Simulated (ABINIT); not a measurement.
# Beyond one shot: AlGaN2 (P3m1), part 2 of 3

How far does self-consistency move the gap of AlGaN2 (P3m1)?

ABINIT 10.8.3; LDA and many-body steps on it, plane waves. Known limits of the many-body steps: not at the basis limit; no spin-orbit coupling; coarse k mesh.

So far. Step 4 (G0W0): The gap on the mesh goes from 2.91 eV to 4.22 eV, a correction of +1.32 eV. Step 5 (QSGW, cycle 1): Against G0W0 in ABINIT (3×3×2 mesh, 34 bands, screening to 87.1 eV, Godby-Needs plasmon pole), the gap moves by +0.230 eV.

## (6) Screening, 3×3×2 mesh, 34 bands, screening to 87.1 eV

This step: RPA screening on LDA, plane waves, norm-conserving pseudopotentials.

run.abi

```
acell 3*1.0 Angstrom
rprim 
  3.145282644058 -0.000000000015 0.000000000000
  -1.572641322016 2.723894671844 0.000000000000
  0.000000000000 0.000000000000 5.096893730000
ntypat 3
znucl 13 31 7
natom 4
typat 1 2 3 3
xred 
  0.000000000000 0.000000000000 0.999263770000
  0.666666666667 0.333333333333 0.497174210000
  0.666666666667 0.333333333333 0.111803640000
  0.000000000000 0.000000000000 0.628158390000
pp_dirpath "pseudos"
pseudos "Al.upf, Ga.upf, N.upf"
ecut 45
ngkpt 3 3 2
nshiftk 1
shiftk 0 0 0
kptopt 1
chksymbreak 0
istwfk *1
occopt 1
irdwfk 1
optdriver 3
nband 34
ecuteps 3.2
inclvkb 2
awtr 1
symchi 1
gwcalctyp 28
mbpt_sciss 1.852 eV
nqptdm 1
qptdm 
  0 0 0
indata_prefix "in"
outdata_prefix "out"
tmpdata_prefix "tmp"
```

Run with:

```bash
$ OMP_NUM_THREADS=1 mpirun -n 4 abinit run.abi > log
```

The log of the run:

```text
.Version 10.8.3 of ABINIT. v10.8.2 released Aug 2026.

 Symmetries : space group P3 m 1 (#156); Bravais hP (primitive hexag.)
[... echo of the input left out ...]
== DATASET  1 ==================================================================
-   mpi_nproc: 4, omp_nthreads: 1 (-1 if OMP is not activated)

--- !DatasetInfo
iteration_state: {dtset: 1, }
dimensions: {natom: 4, nkpt: 6, mband: 34, nsppol: 1, nspinor: 1, nspden: 1, mpw: 4266, }
cutoff_energies: {ecut:  45.0, pawecutdg:  -1.0, }
electrons: {nelect:   3.40000000E+01, charge:   0.00000000E+00, occopt:   1.00000000E+00, tsmear:   1.00000000E-02, }

 SCREENING: Calculation of the susceptibility and dielectric matrices

 Based on a program developped by R.W. Godby, V. Olevano, G. Onida, and L. Reining.
 Incorporated in ABINIT by V. Olevano, G.-M. Rignanese, and M. Torrent.
.Using double precision arithmetic ; gwpc =  8

[... cell and pseudopotentials left out ...]
--------------------------------------------------------------------------------

 ==== K-mesh for the wavefunctions ====
 Number of points in the irreducible wedge :     6
[... list of points left out ...]
 Together with  6 symmetry operations and time-reversal symmetry
 yields    18 points in the full Brillouin Zone.

 ==== Q-mesh for the screening function ====
 Number of points in the irreducible wedge :     6
[... list of points left out ...]
 Together with  6 symmetry operations and time-reversal symmetry
 yields    18 points in the full Brillouin Zone.

 setmesh: FFT mesh size selected  =    20x   20x   40
          total number of points  =        16000

 vcoul_init : cutoff-mode = AUXILIARY_FUNCTION
 q-points for optical limit:   1
     1)      0.000010    0.000020    0.000030

 Dielectric matrix will be calculated only for some
 selected q points provided by the user through the input variables
 nqptdm and qptdm

- screening: taking advantage of time-reversal symmetry
- Maximum band index for partially occupied states nbvw = 17
- Remaining bands to be divided among processors   nbcw = 17
- Number of bands treated by each node ~4

 rdqps: reading QP wavefunctions of the previous step
        looking for file in_QPS
 file not found, 1st iteration initialized with KS eigenelements

 screening : performing a first self-consistency
 update of the energies in W by a scissor operator
 applying a scissor operator of [eV] :   1.852

 Number of electrons calculated from density =   34.0000; Expected =   34.0000
 average of density, n =  0.115379
 r_s =    1.2743
 omega_plasma =   32.7657 [eV]

 calculating chi0 at frequencies [eV] :
  1    0.000000E+00    0.000000E+00
  2    0.000000E+00    3.276566E+01

--------------------------------------------------------------------------------
  q-point number  1        q = ( 0.000000, 0.000000, 0.000000) [r.l.u.]
--------------------------------------------------------------------------------
[... chi0 elements left out ...]
 For q-point:  0.000010 0.000020 0.000030
  dielectric constant =   5.2552
  dielectric constant without local fields =   5.5763

  Average fulfillment of the sum rule on Im[epsilon] for q-point    1 :     21.75  [%]
[... wings left out ...]
== END DATASET(S) ==============================================================
================================================================================

 -outvars: echo values of variables after computation  --------
           etotal      0.0000000000E+00
            nband          34
             nkpt           6
          spgroup         156
 [... the other variables as echoed above ...]

 Calculation completed.
```

It took 3.9 s on 4 MPI ranks of Intel Xeon Platinum 8559C (Emerald Rapids), shared host; peak memory 0.45 GiB.

This step gave:

```
ε∞ with local fields, on this mesh, along the program's q direction : 5.255
the same without local fields                                       : 5.576
plasma frequency                                                    : 32.77 eV
plane waves in the screening matrix                                 : 97
```

This screening uses the functional's bands under a rigid shift, the mean opening of the cycle before.

## (7) Screening, 3×3×2 mesh, 34 bands, screening to 87.1 eV

This step: RPA screening on LDA from quasiparticle energies and orbitals, plane waves, norm-conserving pseudopotentials.

run.abi: that of step 6 with these lines changed.

```diff
@@ -31,7 +31,11 @@
 symchi 1
+irdqps 1
 gwcalctyp 28
-mbpt_sciss 1.852 eV
-nqptdm 1
+nqptdm 5
 qptdm 
-  0 0 0
+  0.3333333333 0.0000000000 0.0000000000
+  0.3333333333 0.3333333333 0.0000000000
+  0.0000000000 0.0000000000 0.5000000000
+  0.3333333333 0.0000000000 0.5000000000
+  0.3333333333 0.3333333333 0.5000000000
 indata_prefix "in"
```

mrgscr.stdin

```
2
merged
q0_SCR
out_SCR
1
```

Run with:

```bash
$ OMP_NUM_THREADS=1 mpirun -n 4 abinit run.abi > log; mrgscr < mrgscr.stdin
```

The log of the run:

```text
.Version 10.8.3 of ABINIT. v10.8.2 released Aug 2026.

 Symmetries : space group P3 m 1 (#156); Bravais hP (primitive hexag.)
[... echo of the input left out ...]
== DATASET  1 ==================================================================
-   mpi_nproc: 4, omp_nthreads: 1 (-1 if OMP is not activated)

--- !DatasetInfo
iteration_state: {dtset: 1, }
dimensions: {natom: 4, nkpt: 6, mband: 34, nsppol: 1, nspinor: 1, nspden: 1, mpw: 4266, }
cutoff_energies: {ecut:  45.0, pawecutdg:  -1.0, }
[...]
q-point number  1        q = ( 0.333333, 0.000000, 0.000000) [r.l.u.]
--------------------------------------------------------------------------------
[... chi0 elements left out ...]
  Average fulfillment of the sum rule on Im[epsilon] for q-point    2 :     28.46  [%]

--------------------------------------------------------------------------------
  q-point number  2        q = ( 0.333333, 0.333333, 0.000000) [r.l.u.]
--------------------------------------------------------------------------------
[... chi0 elements left out ...]
  Average fulfillment of the sum rule on Im[epsilon] for q-point    3 :     23.74  [%]

 [... 3 further q-points ...]
```

Run time: 3.8 s. Hardware: 4 MPI ranks; peak memory 0.46 GiB.

This step gave:

```
plasma frequency                    : 32.77 eV
plane waves in the screening matrix : 97
```

This screening reads the quasiparticle levels of the cycle before.

## (8) QSGW, cycle 2

The corrected levels of the last cycle go back in.

This step: QSGW on LDA, plane waves, norm-conserving pseudopotentials.

run.abi: that of step 7 with these lines changed.

```diff
@@ -25,12 +25,10 @@
 irdwfk 1
-optdriver 3
+optdriver 4
 nband 34
-ecuteps 3.2
-inclvkb 2
-awtr 1
-symchi 1
-irdqps 1
 gwcalctyp 28
-nqptdm 5
-qptdm 
+ecutsigx 45
+symsigma 0
+nkptgw 6
+kptgw 
+  0.0000000000 0.0000000000 0.0000000000
   0.3333333333 0.0000000000 0.0000000000
@@ -40,2 +38,14 @@
   0.3333333333 0.3333333333 0.5000000000
+bdgw 
+  12 23
+  12 23
+  12 23
+  12 23
+  12 23
+  12 23
+ecuteps 3.2
+irdscr 1
+ppmodel 1
+irdqps 1
+rhoqpmix 0.3
 indata_prefix "in"
```

Run with:

```bash
$ OMP_NUM_THREADS=1 mpirun -n 4 abinit run.abi > log
```

The log of the run:

```text
.Version 10.8.3 of ABINIT. v10.8.2 released Aug 2026.

 Symmetries : space group P3 m 1 (#156); Bravais hP (primitive hexag.)
[... echo of the input left out ...]
== DATASET  1 ==================================================================
-   mpi_nproc: 4, omp_nthreads: 1 (-1 if OMP is not activated)

--- !DatasetInfo
iteration_state: {dtset: 1, }
dimensions: {natom: 4, nkpt: 6, mband: 34, nsppol: 1, nspinor: 1, nspden: 1, mpw: 4266, }
cutoff_energies: {ecut:  45.0, pawecutdg:  -1.0, }
[...]
.  kptgw no:  4; Maximum DeltaE = (  -0.174  -0.000) for band index:  5
.  kptgw no:  5; Maximum DeltaE = (   0.012   0.000) for band index:  6
.  kptgw no:  6; Maximum DeltaE = (  -0.164   0.001) for band index:  1

== END DATASET(S) ==============================================================
================================================================================

 -outvars: echo values of variables after computation  --------
           etotal      0.0000000000E+00
            nband          34
             nkpt           6
          spgroup         156
 [... the other variables as echoed above ...]

 Calculation completed.
```

It took 13 s on 4 MPI ranks; peak memory 0.76 GiB; 50 s of CPU time.

Numbers from this step:

```
quasiparticle gap on the mesh                         : 4.685 eV
gap of the density functional on the mesh             : 2.908 eV
k of the valence top                                  : 0, 0, 0
k of the conduction bottom                            : 0, 0, 0
least direct quasiparticle gap on the computed points : 4.685 eV
```

Against the cycle before, the gap moves by +0.231 eV.

## (9) Screening, 3×3×2 mesh, 34 bands, screening to 87.1 eV

This step: RPA screening on LDA, plane waves, norm-conserving pseudopotentials.

run.abi

```
acell 3*1.0 Angstrom
rprim 
  3.145282644058 -0.000000000015 0.000000000000
  -1.572641322016 2.723894671844 0.000000000000
  0.000000000000 0.000000000000 5.096893730000
ntypat 3
znucl 13 31 7
natom 4
typat 1 2 3 3
xred 
  0.000000000000 0.000000000000 0.999263770000
  0.666666666667 0.333333333333 0.497174210000
  0.666666666667 0.333333333333 0.111803640000
  0.000000000000 0.000000000000 0.628158390000
pp_dirpath "pseudos"
pseudos "Al.upf, Ga.upf, N.upf"
ecut 45
ngkpt 3 3 2
nshiftk 1
shiftk 0 0 0
kptopt 1
chksymbreak 0
istwfk *1
occopt 1
irdwfk 1
optdriver 3
nband 34
ecuteps 3.2
inclvkb 2
awtr 1
symchi 1
gwcalctyp 28
mbpt_sciss 2.079 eV
nqptdm 1
qptdm 
  0 0 0
indata_prefix "in"
outdata_prefix "out"
tmpdata_prefix "tmp"
```

The log of the run:

```text
.Version 10.8.3 of ABINIT. v10.8.2 released Aug 2026.

 Symmetries : space group P3 m 1 (#156); Bravais hP (primitive hexag.)
[... echo of the input left out ...]
== DATASET  1 ==================================================================
-   mpi_nproc: 4, omp_nthreads: 1 (-1 if OMP is not activated)

--- !DatasetInfo
iteration_state: {dtset: 1, }
dimensions: {natom: 4, nkpt: 6, mband: 34, nsppol: 1, nspinor: 1, nspden: 1, mpw: 4266, }
cutoff_energies: {ecut:  45.0, pawecutdg:  -1.0, }
[...]
[... chi0 elements left out ...]
 For q-point:  0.000010 0.000020 0.000030
  dielectric constant =   5.1485
  dielectric constant without local fields =   5.4565

  Average fulfillment of the sum rule on Im[epsilon] for q-point    1 :     22.01  [%]
[... wings left out ...]
== END DATASET(S) ==============================================================
================================================================================

 -outvars: echo values of variables after computation  --------
           etotal      0.0000000000E+00
            nband          34
             nkpt           6
          spgroup         156
 [... the other variables as echoed above ...]

 Calculation completed.
```

Wall time 3.6 s (4 MPI ranks); peak memory 0.51 GiB.

Numbers from this step:

```yaml
eps_infinity_with_local_fields_on_this_mesh_along_the_program_s_q_direction: 5.149
the_same_without_local_fields: 5.457
plasma_frequency: 32.77 eV
plane_waves_in_the_screening_matrix: 97
```

This screening uses the functional's bands under a rigid shift, the mean opening of the cycle before.

## (10) Screening, 3×3×2 mesh, 34 bands, screening to 87.1 eV

This step: RPA screening on LDA from quasiparticle energies and orbitals, plane waves, norm-conserving pseudopotentials.

run.abi: that of step 9 with these lines changed.

```diff
@@ -31,7 +31,11 @@
 symchi 1
+irdqps 1
 gwcalctyp 28
-mbpt_sciss 2.079 eV
-nqptdm 1
+nqptdm 5
 qptdm 
-  0 0 0
+  0.3333333333 0.0000000000 0.0000000000
+  0.3333333333 0.3333333333 0.0000000000
+  0.0000000000 0.0000000000 0.5000000000
+  0.3333333333 0.0000000000 0.5000000000
+  0.3333333333 0.3333333333 0.5000000000
 indata_prefix "in"
```

mrgscr.stdin is that of step 7.

Run with:

```bash
$ OMP_NUM_THREADS=1 mpirun -n 4 abinit run.abi > log; mrgscr < mrgscr.stdin
```

The log of the run:

```text
.Version 10.8.3 of ABINIT. v10.8.2 released Aug 2026.

 Symmetries : space group P3 m 1 (#156); Bravais hP (primitive hexag.)
[... echo of the input left out ...]
== DATASET  1 ==================================================================
-   mpi_nproc: 4, omp_nthreads: 1 (-1 if OMP is not activated)

--- !DatasetInfo
iteration_state: {dtset: 1, }
dimensions: {natom: 4, nkpt: 6, mband: 34, nsppol: 1, nspinor: 1, nspden: 1, mpw: 4266, }
cutoff_energies: {ecut:  45.0, pawecutdg:  -1.0, }
[...]
q-point number  1        q = ( 0.333333, 0.000000, 0.000000) [r.l.u.]
--------------------------------------------------------------------------------
[... chi0 elements left out ...]
  Average fulfillment of the sum rule on Im[epsilon] for q-point    2 :     28.58  [%]

--------------------------------------------------------------------------------
  q-point number  2        q = ( 0.333333, 0.333333, 0.000000) [r.l.u.]
--------------------------------------------------------------------------------
[... chi0 elements left out ...]
  Average fulfillment of the sum rule on Im[epsilon] for q-point    3 :     23.83  [%]

 [... 3 further q-points ...]
```

Wall time 4.8 s (4 MPI ranks); peak memory 0.22 GiB.

Numbers from this step:

* plasma frequency: 32.77 eV
* plane waves in the screening matrix: 97

This screening reads the quasiparticle levels of the cycle before.

## (11) QSGW, cycle 3

This step: QSGW on LDA, plane waves, norm-conserving pseudopotentials.

run.abi: that of step 10 with these lines changed.

```diff
@@ -25,12 +25,10 @@
 irdwfk 1
-optdriver 3
+optdriver 4
 nband 34
-ecuteps 3.2
-inclvkb 2
-awtr 1
-symchi 1
-irdqps 1
 gwcalctyp 28
-nqptdm 5
-qptdm 
+ecutsigx 45
+symsigma 0
+nkptgw 6
+kptgw 
+  0.0000000000 0.0000000000 0.0000000000
   0.3333333333 0.0000000000 0.0000000000
@@ -40,2 +38,14 @@
   0.3333333333 0.3333333333 0.5000000000
+bdgw 
+  12 23
+  12 23
+  12 23
+  12 23
+  12 23
+  12 23
+ecuteps 3.2
+irdscr 1
+ppmodel 1
+irdqps 1
+rhoqpmix 0.3
 indata_prefix "in"
```

Run with:

```bash
$ OMP_NUM_THREADS=1 mpirun -n 4 abinit run.abi > log
```

The log of the run:

```text
.Version 10.8.3 of ABINIT. v10.8.2 released Aug 2026.

 Symmetries : space group P3 m 1 (#156); Bravais hP (primitive hexag.)
[... echo of the input left out ...]
== DATASET  1 ==================================================================
-   mpi_nproc: 4, omp_nthreads: 1 (-1 if OMP is not activated)

--- !DatasetInfo
iteration_state: {dtset: 1, }
dimensions: {natom: 4, nkpt: 6, mband: 34, nsppol: 1, nspinor: 1, nspden: 1, mpw: 4266, }
cutoff_energies: {ecut:  45.0, pawecutdg:  -1.0, }
[...]
.  kptgw no:  4; Maximum DeltaE = (  -0.028   0.000) for band index:  4
.  kptgw no:  5; Maximum DeltaE = (  -0.035   0.000) for band index:  4
.  kptgw no:  6; Maximum DeltaE = (   0.042  -0.000) for band index:  6

== END DATASET(S) ==============================================================
================================================================================

 -outvars: echo values of variables after computation  --------
           etotal      0.0000000000E+00
            nband          34
             nkpt           6
          spgroup         156
 [... the other variables as echoed above ...]

 Calculation completed.
```

Wall time 13 s (4 MPI ranks); peak memory 0.76 GiB; 50 s of CPU time.

Numbers from this step:

```
quasiparticle gap on the mesh                         : 4.743 eV
gap of the density functional on the mesh             : 2.908 eV
k of the valence top                                  : 0, 0, 0
k of the conduction bottom                            : 0, 0, 0
least direct quasiparticle gap on the computed points : 4.743 eV
```

Against the cycle before, the gap moves by +0.058 eV.

## (12) Screening, 3×3×2 mesh, 34 bands, screening to 87.1 eV

This step: RPA screening on LDA, plane waves, norm-conserving pseudopotentials.

run.abi

```
acell 3*1.0 Angstrom
rprim 
  3.145282644058 -0.000000000015 0.000000000000
  -1.572641322016 2.723894671844 0.000000000000
  0.000000000000 0.000000000000 5.096893730000
ntypat 3
znucl 13 31 7
natom 4
typat 1 2 3 3
xred 
  0.000000000000 0.000000000000 0.999263770000
  0.666666666667 0.333333333333 0.497174210000
  0.666666666667 0.333333333333 0.111803640000
  0.000000000000 0.000000000000 0.628158390000
pp_dirpath "pseudos"
pseudos "Al.upf, Ga.upf, N.upf"
ecut 45
ngkpt 3 3 2
nshiftk 1
shiftk 0 0 0
kptopt 1
chksymbreak 0
istwfk *1
occopt 1
irdwfk 1
optdriver 3
nband 34
ecuteps 3.2
inclvkb 2
awtr 1
symchi 1
gwcalctyp 28
mbpt_sciss 2.147 eV
nqptdm 1
qptdm 
  0 0 0
indata_prefix "in"
outdata_prefix "out"
tmpdata_prefix "tmp"
```

The log of the run:

```text
.Version 10.8.3 of ABINIT. v10.8.2 released Aug 2026.

 Symmetries : space group P3 m 1 (#156); Bravais hP (primitive hexag.)
[... echo of the input left out ...]
== DATASET  1 ==================================================================
-   mpi_nproc: 4, omp_nthreads: 1 (-1 if OMP is not activated)

--- !DatasetInfo
iteration_state: {dtset: 1, }
dimensions: {natom: 4, nkpt: 6, mband: 34, nsppol: 1, nspinor: 1, nspden: 1, mpw: 4266, }
cutoff_energies: {ecut:  45.0, pawecutdg:  -1.0, }
[...]
[... chi0 elements left out ...]
 For q-point:  0.000010 0.000020 0.000030
  dielectric constant =   5.1177
  dielectric constant without local fields =   5.4220

  Average fulfillment of the sum rule on Im[epsilon] for q-point    1 :     22.09  [%]
[... wings left out ...]
== END DATASET(S) ==============================================================
================================================================================

 -outvars: echo values of variables after computation  --------
           etotal      0.0000000000E+00
            nband          34
             nkpt           6
          spgroup         156
 [... the other variables as echoed above ...]

 Calculation completed.
```

The job ended after 3.6 s (4 MPI ranks; peak memory 0.49 GiB; 13 s of CPU time).

Numbers from this step:

```yaml
eps_infinity_with_local_fields_on_this_mesh_along_the_program_s_q_direction: 5.118
the_same_without_local_fields: 5.422
plasma_frequency: 32.77 eV
plane_waves_in_the_screening_matrix: 97
```

This screening uses the functional's bands under a rigid shift, the mean opening of the cycle before.

## (13) Screening, 3×3×2 mesh, 34 bands, screening to 87.1 eV

This step: RPA screening on LDA from quasiparticle energies and orbitals, plane waves, norm-conserving pseudopotentials.

run.abi: that of step 12 with these lines changed.

```diff
@@ -31,7 +31,11 @@
 symchi 1
+irdqps 1
 gwcalctyp 28
-mbpt_sciss 2.147 eV
-nqptdm 1
+nqptdm 5
 qptdm 
-  0 0 0
+  0.3333333333 0.0000000000 0.0000000000
+  0.3333333333 0.3333333333 0.0000000000
+  0.0000000000 0.0000000000 0.5000000000
+  0.3333333333 0.0000000000 0.5000000000
+  0.3333333333 0.3333333333 0.5000000000
 indata_prefix "in"
```

mrgscr.stdin is that of step 10.

Run with:

```bash
$ OMP_NUM_THREADS=1 mpirun -n 4 abinit run.abi > log; mrgscr < mrgscr.stdin
```

The log of the run:

```text
.Version 10.8.3 of ABINIT. v10.8.2 released Aug 2026.

 Symmetries : space group P3 m 1 (#156); Bravais hP (primitive hexag.)
[... echo of the input left out ...]
== DATASET  1 ==================================================================
-   mpi_nproc: 4, omp_nthreads: 1 (-1 if OMP is not activated)

--- !DatasetInfo
iteration_state: {dtset: 1, }
dimensions: {natom: 4, nkpt: 6, mband: 34, nsppol: 1, nspinor: 1, nspden: 1, mpw: 4266, }
cutoff_energies: {ecut:  45.0, pawecutdg:  -1.0, }
[...]
q-point number  1        q = ( 0.333333, 0.000000, 0.000000) [r.l.u.]
--------------------------------------------------------------------------------
[... chi0 elements left out ...]
  Average fulfillment of the sum rule on Im[epsilon] for q-point    2 :     28.61  [%]

--------------------------------------------------------------------------------
  q-point number  2        q = ( 0.333333, 0.333333, 0.000000) [r.l.u.]
--------------------------------------------------------------------------------
[... chi0 elements left out ...]
  Average fulfillment of the sum rule on Im[epsilon] for q-point    3 :     23.85  [%]

 [... 3 further q-points ...]
```

Run time: 3.9 s. Hardware: 4 MPI ranks; peak memory 0.45 GiB; 15 s of CPU time.

This step gave:

```yaml
plasma_frequency: 32.77 eV
plane_waves_in_the_screening_matrix: 97
```

This screening reads the quasiparticle levels of the cycle before.

[end of part 2 of 3]

[Paths, hosts, dates, memory and timing lines, banners, echoed tables and standing remarks are left out of the program output.]

[Logs are printed without paths, hosts, clocks, repeated set-up lines and the standing remarks that a program may print on its own settings, such as how far it seeks lower states.]

[Runs of the session that timed out or met a known fault of the program may be left out.]

[Hosts, paths, dates, database ids (printed as entryN), source tags and the programs' standing remarks are cut or masked in the printed files.]

[G0W0 gaps are taken among the corrected bands and points alone; a level outside them can change the order at an edge.]

[Where Ansatz stands beside ABINIT at settings called matched, ABINIT's density can come from a denser mesh and the files from another edition; pairs whose starting gaps differed by over 0.03 eV were left out, so agreement reads better than it is.]
